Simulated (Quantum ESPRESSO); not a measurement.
# NaI (Fm-3m): the LO frequency by hand

How high does the longitudinal optical mode of NaI (Fm-3m) lie, given the transverse one, the Born charge and ε∞?

Program: Quantum ESPRESSO 7.5. Level of theory: DFT LDA, scalar-relativistic, plane waves, PseudoDojo norm-conserving pseudopotentials. Results are calculated unless marked as measured.

## Step 1: The relaxed structure

The structure is cubic, space group Fm-3m (No. 225). Conventional cell: a = 6.262 Å, b = 6.262 Å, c = 6.262 Å, α = 90.00°, β = 90.00°, γ = 90.00°. Nearest to Na lie 6 I at 3.13 Å. I has 6 Na at 3.13 Å nearest. Farther neighbours and most contacts between anions are not listed.

This is the cell after its relaxation at this level of theory, not the database cell from which that began.

## Step 2: What the response run gave

A linear-response run on the relaxed cell, with the response to an electric field; only its zone-centre results are used. Cutoff 88 Ry, k mesh 8×8×8.

Output:

```text
[banners, grids, parts of the stress and lines that vanish by symmetry left out]
Program PHONON v.7.5
     Reading xml data from directory:

[...]
Exchange-correlation= PW
                           (   1   4   0   0   0   0   0)
[...]
kinetic-energy cut-off    =      88.0000  Ry
     charge density cut-off    =     352.0000  Ry
     convergence threshold     =      1.0E-18
[...]
Exchange-correlation= PW
                           (   1   4   0   0   0   0   0)
[...]
q = (   0.0000000   0.0000000   0.0000000 )
     49 Sym.Ops. (with q -> -q+G )
     G cutoff = 1248.6718  (  45911 G-vectors)     FFT grid: ( 50, 50, 50)
     number of k points=    29
[...]
Mode symmetry, O_h (m-3m)  point group:
[...]
Dielectric constant
[...]
End of electric fields calculation
          Dielectric constant in cartesian axis
          (       3.642597529       0.000000000       0.000000000 )
          (       0.000000000       3.642597529      -0.000000000 )
          (       0.000000000      -0.000000000       3.642597529 )
          Effective charges (d Force / dE) in cartesian axis without acoustic sum rule applied (asr)
           atom    1  Na    Mean Z*:        1.16728
      Ex  (        1.16728       -0.00000       -0.00000 )
      Ey  (       -0.00000        1.16728        0.00000 )
      Ez  (       -0.00000        0.00000        1.16728 )
           atom    2  I     Mean Z*:       -1.16930
      Ex  (       -1.16930        0.00000       -0.00000 )
      Ey  (       -0.00000       -1.16930        0.00000 )
      Ez  (       -0.00000        0.00000       -1.16930 )
          Effective charges Sum: Mean:       -0.00202
[...]
Effective charges (d Force / dE) in cartesian axis with asr applied:
           atom    1  Na    Mean Z*:        1.16829
[...]
atom    2  I     Mean Z*:       -1.16829
[...]
Representation #   1 modes #   1   2   3
[...]
End of self-consistent calculation
     Convergence has been achieved
     Representation #   2 modes #   4   5   6
[...]
End of self-consistent calculation
     Convergence has been achieved
[...]
Dielectric constant in cartesian axis
          (       3.642597529       0.000000000       0.000000000 )
          (       0.000000000       3.642597529      -0.000000000 )
          (       0.000000000      -0.000000000       3.642597529 )
          Effective charges (d Force / dE) in cartesian axis without acoustic sum rule applied (asr)
           atom    1  Na    Mean Z*:        1.16728
      Ex  (        1.16728       -0.00000       -0.00000 )
      Ey  (       -0.00000        1.16728        0.00000 )
      Ez  (       -0.00000        0.00000        1.16728 )
           atom    2  I     Mean Z*:       -1.16930
      Ex  (       -1.16930        0.00000       -0.00000 )
      Ey  (       -0.00000       -1.16930        0.00000 )
      Ez  (       -0.00000        0.00000       -1.16930 )
          Effective charges Sum: Mean:       -0.00202
[...]
Effective charges (d Force / dE) in cartesian axis with asr applied:
           atom    1  Na    Mean Z*:        1.16829
[...]
atom    2  I     Mean Z*:       -1.16829
[...]
q = (    0.000000000   0.000000000   0.000000000 )
[...]
freq (    1) =       0.109629 [THz] =       3.656818 [cm-1]
     freq (    2) =       0.109629 [THz] =       3.656818 [cm-1]
     freq (    3) =       0.109629 [THz] =       3.656818 [cm-1]
     freq (    4) =       3.915647 [THz] =     130.611922 [cm-1]
     freq (    5) =       3.915647 [THz] =     130.611922 [cm-1]
     freq (    6) =       3.915647 [THz] =     130.611922 [cm-1]
[...]
Mode symmetry, O_h (m-3m)  point group:
     freq (   1-   3) =          3.7  [cm-1]   --> T_1u G_15  G_4- I
     freq (   4-   6) =        130.6  [cm-1]   --> T_1u G_15  G_4- I

   JOB DONE.
```

```tsv
quantity	value
cell volume Ω (Å³)	61.396
mass of Na (u)	22.990
mass of I (u)	126.904
Born charge of Na, raw (e)	1.167
Born charge of I, raw (e)	-1.169
ε∞	3.643
ω(TO) after the sum rule (cm⁻¹)	130.3
```

## Step 3: The calculation

The charges must sum to zero over the cell; taking off their mean, -0.001 e, leaves Z* = 1.168 e on Na. In the polar mode Na moves against I, so the reduced mass is μ = 22.99 × 126.90 / 149.89 = 19.464 u.

A longitudinal wave builds up a field that adds to the restoring force: ω(LO)² = ω(TO)² + 4π Z*² / (μ Ω ε∞), in Hartree atomic units. With μ = 35480 electron masses and Ω = 414.32 bohr³ the second term is 3.2032e-07 Ha², or 15429 cm⁻² (1 Ha = 219474.6 cm⁻¹).

So ω(LO) = √(16986 + 15429) = 180.0 cm⁻¹, and by the Lyddane-Sachs-Teller relation ε₀ = ε∞ (ω(LO)/ω(TO))² = 6.95.

## Step 4: Check against the program

The analysis program adds the same non-analytic term to the full matrix, here for q along (1 0 0).

Output:

```text
[banner, memory and clock lines left out]
Program DYNMAT v.7.5

     Reading Dynamical Matrix from file g.dyn
     ...Force constants read
     ...epsilon and Z* read

     Polarizability (A^3 units)
     multiply by 0.531670 for Clausius-Mossotti correction
        12.911082    0.000000    0.000000
         0.000000   12.911082   -0.000000
         0.000000   -0.000000   12.911082

     IR activities are in (D/A)^2/amu units

# mode   [cm-1]    [THz]      IR
    1      0.00    0.0000    0.0000
    2      0.00    0.0000    0.0000
    3      0.00    0.0000    0.0000
    4    130.33    3.9072    1.6179
    5    130.33    3.9072    1.6179
    6    180.04    5.3975    1.6179
```

ε₀ comes from the program's run without a direction of q.

```tsv
quantity	by hand	program
ω(LO) (cm⁻¹)	180.0	180.0
ε₀	6.95	6.95
```

## Step 5: Outcome

```json
{
  "TO mode": "130.3 cm⁻¹",
  "LO mode": "180.0 cm⁻¹",
  "static dielectric constant": "6.951"
}
```

The LO mode of NaI (Fm-3m) lies at 180 cm⁻¹, 50 cm⁻¹ above the TO mode; the formula meets the program within 0.1 cm⁻¹, as it must for a cubic crystal with one polar mode. ω(LO)² − ω(TO)² goes with Z*²/ε∞: an error of 5 % in ε∞ would move the LO mode by 2.1 cm⁻¹, and semilocal functionals tend to overestimate ε∞. These are harmonic values at zero temperature, at the volume of this functional, for the structure held cubic; stability elsewhere in the zone is no part of this calculation.

[Host names and launcher messages were left out of these logs when they were recorded.]

[Logs are printed without paths, hosts, clocks, repeated set-up lines and the standing remarks that a program may print on its own settings, such as how far it seeks lower states.]

[Hosts, paths, dates, database ids (printed as entryN), source tags and the programs' standing remarks are cut or masked in the printed files.]
